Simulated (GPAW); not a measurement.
# Core-hole calculation of the N K edge in wurtzite (GaN)₁₋ₓ(AlN)ₓ at x = 0.125, part 2 of 3

What does the N K edge look like in wurtzite (GaN)₁₋ₓ(AlN)ₓ at x = 0.125?

GPAW 26.7.0; X-ray absorption from dipole matrix elements to empty bands, plane-wave PAW LDA.

So far. Step 3 (Ground state of the crystal): The mesh shows a gap of 2.18 eV. The excited electron is kept all the same, so that all members of the series, with or without a gap, are treated alike.

### Step 5. Spectrum with XCH, N atom 2

The holes are 5.2 Å apart. In GPAW the data set carries the hole's charge, so charge=0 means a charged cell and charge=-1 a neutral one. The excited electron is kept in the cell, where it fills the lowest empty states and screens the hole. After the field has converged, empty bands are computed with the density fixed and the dipole matrix elements are summed.

The absorber has 3 Ga at 1.95 Å and 1 Ga at 1.96 Å (tetrahedral).

The input, xas.py:

```python
import numpy as np
from ase import Atoms
from ase.parallel import parprint, paropen
from gpaw import GPAW, PW, FermiDirac, Mixer, MixerDif, setup_paths
from gpaw.test import gen
setup_paths.insert(0, '.')
gen('N', name='fch1s', xcname='LDA', corehole=(1, 0, 1), write_xml=True)
from gpaw.mpi import world
world.barrier()

atoms = Atoms('GaNGaNGaNGaNGaNAlNGaNGaN',
    cell=[[6.35875, 0, 0],
     [0, 5.506839, 0],
     [0, 0, 5.159625]],
    scaled_positions=[[0.0011204, 0.9997069, 0.0006382],
     [0.0002987, 0.3344694, 0.1219291],
     [0.0002866, 0.3344853, 0.5013448],
     [0.0010626, 0.9985406, 0.622153],
     [0.2526227, 0.4986147, 0.0005856],
     [0.2519064, 0.8327873, 0.1221638],
     [0.2531845, 0.832408, 0.5011163],
     [0.2580979, 0.4948716, 0.6205813],
     [0.5009042, 0.0029665, 0.9998625],
     [0.5006753, 0.3330739, 0.1366276],
     [0.5004069, 0.3329468, 0.5009653],
     [0.5009478, 0.0106997, 0.6206339],
     [0.748242, 0.4989437, 0.9998041],
     [0.750169, 0.8329902, 0.12162],
     [0.748819, 0.832909, 0.5004694],
     [0.7423728, 0.495402, 0.6199988]],
    pbc=True)
atoms.calc = calc = GPAW(legacy_gpaw=True, mode=PW(500, force_complex_dtype=True), xc='LDA', setups={1: 'fch1s'},
    kpts={'size': (3, 3, 3), 'gamma': True}, occupations=FermiDirac(0.04),
    charge=-1, mixer=Mixer(0.1, 5, 50), maxiter=150,
    convergence={'density': 0.0001, 'eigenstates': 1e-6}, txt='scf.txt')
energy = atoms.get_potential_energy() + calc.get_reference_energy()
ef = calc.get_fermi_level()
out = dict(energy=energy, fermi=ef, forces=atoms.get_forces().tolist())
parprint(f'all-electron energy {energy:.4f} eV, Fermi level {ef:.4f} eV')
ev = np.array([[calc.get_eigenvalues(k, s) for k in range(len(calc.get_ibz_k_points()))] for s in range(calc.get_number_of_spins())])
out['homo'], out['lumo'], out['counts'] = ev[ev < ef].max(), ev[ev > ef].min(), sorted(set((ev < ef).sum((0, 2)).tolist()))
out['filled'] = (ev[:, 0] < ef).sum(1).tolist()

from ase.units import Ha
from gpaw.xas import dipole_matrix_elements
nb = int(calc.get_number_of_electrons() / 2) + 94
top, nb = nb, nb + 8 + nb // 12
nscf = calc.fixed_density(kpts={'size': (4, 4, 5), 'gamma': True}, nbands=nb,
    convergence={'bands': top, 'eigenstates': 5e-3}, maxiter=60, txt='nscf.txt')
cell = atoms.cell.array
ops = [cell.T @ U.T @ np.linalg.inv(cell.T) for U in nscf.wfs.kd.symmetry.op_scc]
filled = [32]  # bands filled in the ground state, by spin
E = np.arange(-6, 30, 0.1)
fwhm = np.interp(E, [4, 25], [0.9, 3.5])
Y, X, zero, highest = 0, 0, 1e9, 1e9
for spin in range(nscf.get_number_of_spins()):
    wfs = nscf.wfs
    mine = wfs.bd.get_slice()  # this rank's bands
    A = dipole_matrix_elements(wfs.setups[1])
    eps = np.zeros((wfs.kd.nibzkpts, nb))
    d = np.zeros((3, A.shape[1], wfs.kd.nibzkpts, nb), complex)
    for kpt in wfs.kpt_u:
        if kpt.s == spin and 1 in kpt.P_ani:
            eps[kpt.k, mine] = kpt.eps_n * Ha
            d[:, :, kpt.k, mine] = (kpt.weight * wfs.nspins / 2) ** 0.5 * np.inner(A, kpt.P_ani[1])
    world.sum(eps)
    world.sum(d)
    T = np.einsum('amkn,bmkn->abkn', d, d.conj()).real
    T = sum(np.einsum('ai,ijkn,bj->abkn', R, T, R) for R in ops) / len(ops)
    empty = np.ones_like(eps, bool) & (np.arange(nb) >= filled[spin])
    zero, highest = min(zero, eps[empty].min()), min(highest, eps[:, top - 1].min())
    lines = [(eps, T, empty)] if spin == 0 else lines + [(eps, T, empty)]
for eps, T, empty in lines:
    f = np.einsum('aakn->akn', T).reshape(3, -1)
    x = eps.ravel() - zero
    w = np.interp(x, E, fwhm) / 2.35482
    g = np.exp(-0.5 * ((E[:, None] - x) / w) ** 2) / (w * (2 * np.pi) ** 0.5)
    Y = Y + (f * empty.ravel()) @ g.T
    X = X + (f * ~empty.ravel()) @ g.T
out.update(E=E.round(2).tolist(), xas=Y.tolist(), xes=X.tolist(), zero=zero, valid=highest - zero, nk=len(eps), nb=nb)
for i in range(0, len(E), 10):
    parprint(f'{E[i]:7.2f}', *(f'{v:10.3e}' for v in Y[:, i]))
import json
with paropen('out.json', 'w') as f:
    json.dump(out, f)
```

On the command line:

```
> OMP_NUM_THREADS=1 mpirun -n 4 gpaw python xas.py
```

Numbers of over 12 decimals in the logs are rounded to 6 here.

Log:

```text
Input parameters:
  charge: -1
  convergence: {density: 0.0001,
                eigenstates: 1e-06}
  kpts: {gamma: True,
         size: (3, 3, 3)}
  maxiter: 150
  mixer: {backend: pulay,
          beta: 0.1,
          method: separate,
          nmaxold: 5,
          weight: 50}
  mode: {ecut: 500.0,
         force_complex_dtype: True,
         name: pw}
  occupations: {fixmagmom: False,
                name: fermi-dirac,
                width: 0.04}
  setups: {1: fch1s}

Initialize ...

[... PAW data sets ...]

Reference energy: -387585.069328  # eV

Spin-paired calculation

[... convergence settings ...]
Symmetries present (total): 1
  [... symmetry matrices ...]

27 k-points: 3 x 3 x 3 Monkhorst-Pack grid
14 k-points in the irreducible part of the Brillouin zone
       k-points in crystal coordinates                weights
   0:     0.00000000    0.00000000    0.00000000          1/27
   1:     0.00000000    0.00000000    0.33333333          2/27
   2:     0.00000000    0.33333333   -0.33333333          2/27
   3:     0.00000000    0.33333333    0.00000000          2/27
   4:     0.00000000    0.33333333    0.33333333          2/27
   5:     0.33333333   -0.33333333   -0.33333333          2/27
   6:     0.33333333   -0.33333333    0.00000000          2/27
   7:     0.33333333   -0.33333333    0.33333333          2/27
   8:     0.33333333    0.00000000   -0.33333333          2/27
   9:     0.33333333    0.00000000    0.00000000          2/27
          ...
  13:     0.33333333    0.33333333    0.33333333          2/27

Wave functions: Plane wave expansion
  Cutoff energy: 500.000 eV
  Number of coefficients (min, max): 4533, 4608
  Pulay-stress correction: 0.000000 eV/Ang^3 (de/decut=0.000000)
  Using FFTW library
  Wavefunction extrapolation:
    Improved wavefunction reuse through dual PAW basis

Occupation numbers: Fermi-Dirac:
  width: 0.0400  # eV

Eigensolver
   Davidson(niter=2)

Densities:
  Coarse grid: 35*30*27 grid
  Fine grid: 70*60*54 grid
  Total Charge: 0.000000

Density mixing:
  Method: separate
  Backend: pulay
  Linear mixing parameter: 0.1
  old densities: 5
  Width of damping distribution: 1.1
  Damping of long wavelength oscillations: 50

[... Hamiltonian set-up ...]
Number of atoms: 16
Number of atomic orbitals: 64
Number of bands in calculation: 43
Number of valence electrons: 65
Bands to converge: occupied

... initialized

Initializing position-dependent things.

Density initialized from atomic densities
Creating initial wave functions:
  43 bands from LCAO basis set

Positions:
   0 Ga     0.007124    5.505225    0.003293    ( 0.0000,  0.0000,  0.0000)
   1 N      0.001899    1.841869    0.629108    ( 0.0000,  0.0000,  0.0000)
   2 Ga     0.001822    1.841957    2.586751    ( 0.0000,  0.0000,  0.0000)
   3 N      0.006757    5.498802    3.210076    ( 0.0000,  0.0000,  0.0000)
   4 Ga     1.606365    2.745791    0.003021    ( 0.0000,  0.0000,  0.0000)
   5 N      1.601810    4.586026    0.630319    ( 0.0000,  0.0000,  0.0000)
   6 Ga     1.609937    4.583937    2.585572    ( 0.0000,  0.0000,  0.0000)
[...]
13 N      4.770137    4.587143    0.627514    ( 0.0000,  0.0000,  0.0000)
  14 Ga     4.761553    4.586696    2.582234    ( 0.0000,  0.0000,  0.0000)
  15 N      4.720563    2.728099    3.198961    ( 0.0000,  0.0000,  0.0000)

Unit cell:
           periodic     x           y           z      points  spacing
  1. axis:    yes    6.358750    0.000000    0.000000    35     0.1817
  2. axis:    yes    0.000000    5.506839    0.000000    30     0.1836
  3. axis:    yes    0.000000    0.000000    5.159625    27     0.1911

  Lengths:   6.358750   5.506839   5.159625
  Angles:   90.000000  90.000000  90.000000

Effective grid spacing dv^(1/3) = 0.1854

iter:   1  -140.486015
iter:   2  -132.198222   -0.99  -0.61
iter:   3  -122.843195   -0.27  -0.70
iter:   4  -122.675836   -1.80  -1.11
iter:   5  -122.679130   -1.73  -1.18
iter:   6  -122.601318   -1.27  -1.57
iter:   7  -122.330104   -1.64  -1.59
iter:   8  -122.310046   -3.14  -2.25
iter:   9  -122.311889c  -3.02  -2.49
iter:  10  -122.306406c  -3.62  -2.38
iter:  11  -122.306514c  -3.97  -2.90
iter:  12  -122.306266c  -4.50  -3.00
iter:  13  -122.306217c  -6.23c -3.17
iter:  14  -122.306188c  -5.38  -3.24
iter:  15  -122.306227c  -5.25  -3.39
iter:  16  -122.306211c  -4.79  -3.33
iter:  17  -122.306204c  -6.24c -3.49
iter:  18  -122.306164c  -5.39  -3.48
iter:  19  -122.306162c  -7.16c -4.36c

Converged after 19 iterations.

Dipole moment: (-0.854679, 1.432369, -5.816010) |e|*Ang

Energy contributions relative to reference atoms: (reference = -387585.069328)

Kinetic:       +243.140945
Potential:     -212.612627
External:        +0.000000
XC:            -152.625872
Entropy (-ST):   -0.015386
Local:           -0.200915
SIC:             +0.000000
--------------------------
Free energy:   -122.313856
Extrapolated:  -122.306162

Showing only first 2 kpts
 Kpt  Band  Eigenvalues  Occupancy
  0    30      5.87537    2.00000
  0    31      5.99958    2.00000
  0    32      7.91385    2.00000
  0    33     10.29867    0.00023

  1    30      5.65867    2.00000
  1    31      5.72537    2.00000
  1    32      9.41161    2.00000
[...]
Fermi level: 9.93510

No gap
No difference between direct/indirect transitions

Forces in eV/Ang:
  0 Ga   -0.00113   -1.16576   -0.42373
  1 N    -0.00646   -0.04038    0.07370
  2 Ga    0.00122   -0.00123    1.14229
  3 N    -0.01647    0.20088   -0.04987
  4 Ga    1.10309    0.56301   -0.43629
  5 N    -0.25957    0.02974    0.02743
  6 Ga    0.17004    0.06842    0.04555
[...]
13 N     0.24642    0.02774    0.03672
 14 Ga   -0.17811    0.05642    0.06607
 15 N     0.14371   -0.08121   -0.04417
Scalar-relativistic atomic LDA calculation for N (Nitrogen, Z=7)
Core hole in 1s state (1s occupation: 1.0)
300 radial gridpoints.
|------------------------------------------------|
|------------------------------------------------|
[... the atom generator's iteration count ...]

Energy contributions:
-------------------------
Kinetic:      +38.530757
XC:            -4.452581
Potential:    -72.816894
-------------------------
Total:        -38.738717

state      eigenvalue         ekin         rmax
-----------------------------------------------
1s^1.0 :   -16.643762    23.347388        0.145
2s^2.0 :    -1.332146     3.154276        0.915
2p^3.0 :    -0.925852     2.958273        0.782
-----------------------------------------------
(units: Bohr and Hartree)

Generating PAW setup
Kinetic energy of the core from tauc = 23.362075
Cutoffs:
rc(s)=1.140
rc(p)=1.000
rc(d)=1.090
rc(vbar)=1.120
rc(comp)=1.090
rc(nct)=1.140

Kinetic energy of the core states: 23.347388
Charge: 1.0
Core electrons: 1.0
Valence electrons: 5.0
Pseudo-core charge: 0.003881
Shape function alpha=8.417
Pseudo-electron charge 4.904142
state    eigenvalue         norm
--------------------------------
2s(2) :    -1.332146     1.098259
*s    :    -0.332146
2p(3) :    -0.925852     0.901248
*p    :     0.074148
*d    :     0.000000
--------------------------------

Diagonalizing with gridspacing h=0.050

state   all-electron     PAW
-------------------------------
2s:      -1.332146    -1.333594
2p:      -0.925852    -0.929974
*d:                   -0.063788
*f:                   -0.013854
-------------------------------
all-electron energy -387707.3755 eV, Fermi level 9.9351 eV
[...]
27.00  9.291e-05  9.364e-05  8.581e-05
  28.00  9.333e-05  9.712e-05  7.137e-05
  29.00  8.231e-05  8.880e-05  5.283e-05
```

It took 2.6 min on 4 MPI ranks of Arm Neoverse V1, shared host; peak memory 0.48 GiB; 11 min of CPU time.

The N K spectrum, N atom 2, excited-electron core hole (neutral cell) (energy from the bottom of the conduction band, which holds the excited electron; intensity scaled to a mean of 1 over the first 20 eV):

| E (eV) | isotropic | ε ∥ x | ε ∥ y | ε ∥ z |
| --- | --- | --- | --- | --- |
| -2.0 | 0.00 | 0.00 | 0.00 | 0.00 |
| -1.0 | 0.00 | 0.00 | 0.00 | 0.00 |
| 0.0 | 0.00 | 0.01 | 0.00 | 0.00 |
| 1.0 | 0.09 | 0.11 | 0.09 | 0.06 |
| 2.0 | 0.49 | 0.62 | 0.40 | 0.44 |
| 3.0 | 2.13 | 1.96 | 1.73 | 2.70 |
| 4.0 | 2.51 | 2.43 | 2.74 | 2.35 |
| 5.0 | 3.15 | 3.17 | 3.81 | 2.49 |
| 6.0 | 2.06 | 2.32 | 1.80 | 2.06 |
| 7.0 | 1.41 | 1.32 | 1.12 | 1.78 |
| 8.0 | 1.22 | 1.09 | 0.98 | 1.60 |
| 9.0 | 0.81 | 0.77 | 0.99 | 0.68 |
| 10.0 | 0.81 | 0.92 | 1.06 | 0.44 |
| 11.0 | 0.83 | 1.03 | 0.98 | 0.49 |
| 12.0 | 0.67 | 0.77 | 0.64 | 0.61 |
| 13.0 | 0.46 | 0.41 | 0.36 | 0.61 |
| 14.0 | 0.34 | 0.25 | 0.26 | 0.50 |
| 15.0 | 0.36 | 0.30 | 0.31 | 0.46 |
| 16.0 | 0.45 | 0.40 | 0.42 | 0.54 |
| 17.0 | 0.51 | 0.45 | 0.47 | 0.61 |
| 18.0 | 0.60 | 0.54 | 0.55 | 0.70 |
| 19.0 | 0.72 | 0.71 | 0.70 | 0.74 |
| 20.0 | 0.81 | 0.86 | 0.84 | 0.72 |
| 21.0 | 0.92 | 0.99 | 0.99 | 0.78 |
| 22.0 | 1.00 | 1.05 | 1.05 | 0.90 |
| 23.0 | 0.94 | 0.93 | 0.92 | 0.95 |
| 24.0 | 0.78 | 0.74 | 0.73 | 0.88 |
| 25.0 | 0.68 | 0.64 | 0.63 | 0.78 |

Main maxima below 24 eV (height): 5.1 eV (3.16) and 22.1 eV (1.00). A K edge sees empty p states on the absorber.

The total-energy difference is 403.01 eV. One term is added: -7.76 eV, since the hole is spin-paired here and a spin-polarised one costs that much less in the free atom (computed apart). The photon energy is then 395.25 eV. The functional leaves an error in such absolute values: in the free atom LDA prices this hole 3.5 eV below PBE (computed apart), and PBE is itself good to a few eV.

### Step 6. Reference energy of the cell

The absorbing element, whose data set is made anew, changes for the next run, so it gets a reference energy of its own.

The input, scf.py:

```python
import numpy as np
from ase import Atoms
from ase.parallel import parprint, paropen
from gpaw import GPAW, PW, FermiDirac, Mixer, MixerDif, setup_paths
from gpaw.test import gen
setup_paths.insert(0, '.')
gen('Ga', name='nch1s', xcname='LDA', corehole=(1, 0, 0), write_xml=True)
from gpaw.mpi import world
world.barrier()

atoms = Atoms('GaNGaNGaNGaNGaNAlNGaNGaN',
    cell=[[6.35875, 0, 0],
     [0, 5.506839, 0],
     [0, 0, 5.159625]],
    scaled_positions=[[0.0011204, 0.9997069, 0.0006382],
     [0.0002987, 0.3344694, 0.1219291],
     [0.0002866, 0.3344853, 0.5013448],
     [0.0010626, 0.9985406, 0.622153],
     [0.2526227, 0.4986147, 0.0005856],
     [0.2519064, 0.8327873, 0.1221638],
     [0.2531845, 0.832408, 0.5011163],
     [0.2580979, 0.4948716, 0.6205813],
     [0.5009042, 0.0029665, 0.9998625],
     [0.5006753, 0.3330739, 0.1366276],
     [0.5004069, 0.3329468, 0.5009653],
     [0.5009478, 0.0106997, 0.6206339],
     [0.748242, 0.4989437, 0.9998041],
     [0.750169, 0.8329902, 0.12162],
     [0.748819, 0.832909, 0.5004694],
     [0.7423728, 0.495402, 0.6199988]],
    pbc=True)
atoms.calc = calc = GPAW(legacy_gpaw=True, mode=PW(500, force_complex_dtype=True), xc='LDA', setups={0: 'nch1s'},
    kpts={'size': (3, 3, 3), 'gamma': True}, occupations=FermiDirac(0.02),
    charge=0, mixer=Mixer(0.1, 5, 50), maxiter=150,
    convergence={'density': 0.0001, 'eigenstates': 1e-6}, txt='scf.txt')
energy = atoms.get_potential_energy() + calc.get_reference_energy()
ef = calc.get_fermi_level()
out = dict(energy=energy, fermi=ef, forces=atoms.get_forces().tolist())
parprint(f'all-electron energy {energy:.4f} eV, Fermi level {ef:.4f} eV')
ev = np.array([[calc.get_eigenvalues(k, s) for k in range(len(calc.get_ibz_k_points()))] for s in range(calc.get_number_of_spins())])
out['homo'], out['lumo'], out['counts'] = ev[ev < ef].max(), ev[ev > ef].min(), sorted(set((ev < ef).sum((0, 2)).tolist()))
out['filled'] = (ev[:, 0] < ef).sum(1).tolist()
import json
with paropen('out.json', 'w') as f:
    json.dump(out, f)
```

On the command line:

```
> OMP_NUM_THREADS=1 mpirun -n 4 gpaw python scf.py
```

Log:

```text
Input parameters:
  convergence: {density: 0.0001,
                eigenstates: 1e-06}
  kpts: {gamma: True,
         size: (3, 3, 3)}
  maxiter: 150
  mixer: {backend: pulay,
          beta: 0.1,
          method: separate,
          nmaxold: 5,
          weight: 50}
  mode: {ecut: 500.0,
         force_complex_dtype: True,
         name: pw}
  occupations: {fixmagmom: False,
                name: fermi-dirac,
[...]
4s(2) :    -0.336865     1.140380
*s    :     0.663135
4p(1) :    -0.100461     1.012264
*p    :     0.899539
*d    :     0.000000
--------------------------------

Diagonalizing with gridspacing h=0.050

state   all-electron     PAW
-------------------------------
4s:      -0.336865    -0.337024
4p:      -0.100461    -0.100552
*d:                    0.030615
*f:                    0.065359
-------------------------------
all-electron energy -388110.3888 eV, Fermi level 6.7059 eV
[key lines of the parts left out:]
Converged after 16 iterations.
Dipole moment: (-0.837910, 1.526310, -5.761197) |e|*Ang
Free energy:   -108.579253
Fermi level: 6.70587
```

Elapsed: 29 s, on 4 MPI ranks; peak memory 0.27 GiB; 1.9 min of CPU time.

Reference energy: -388110.389 eV with the cores included.

(Continued in part 3 of 3.)

[Banner, clock and machine lines of the logs are left out without a mark of their own.]

[Logs are printed without paths, hosts, clocks, repeated set-up lines and the standing remarks that a program may print on its own settings, such as how far it seeks lower states.]

[Hosts, paths, dates, database ids (printed as entryN), source tags and the programs' standing remarks are cut or masked in the printed files.]

[Lists of maxima count a maximum above −3 eV only where it reaches 4 % of the highest in the window and stands out from its surroundings by 2 % of it (1.5 % where it reaches 55 %); shoulders and weaker maxima are passed over, and of the rest the first, up to two pre-edge ones and the few strongest are named.]
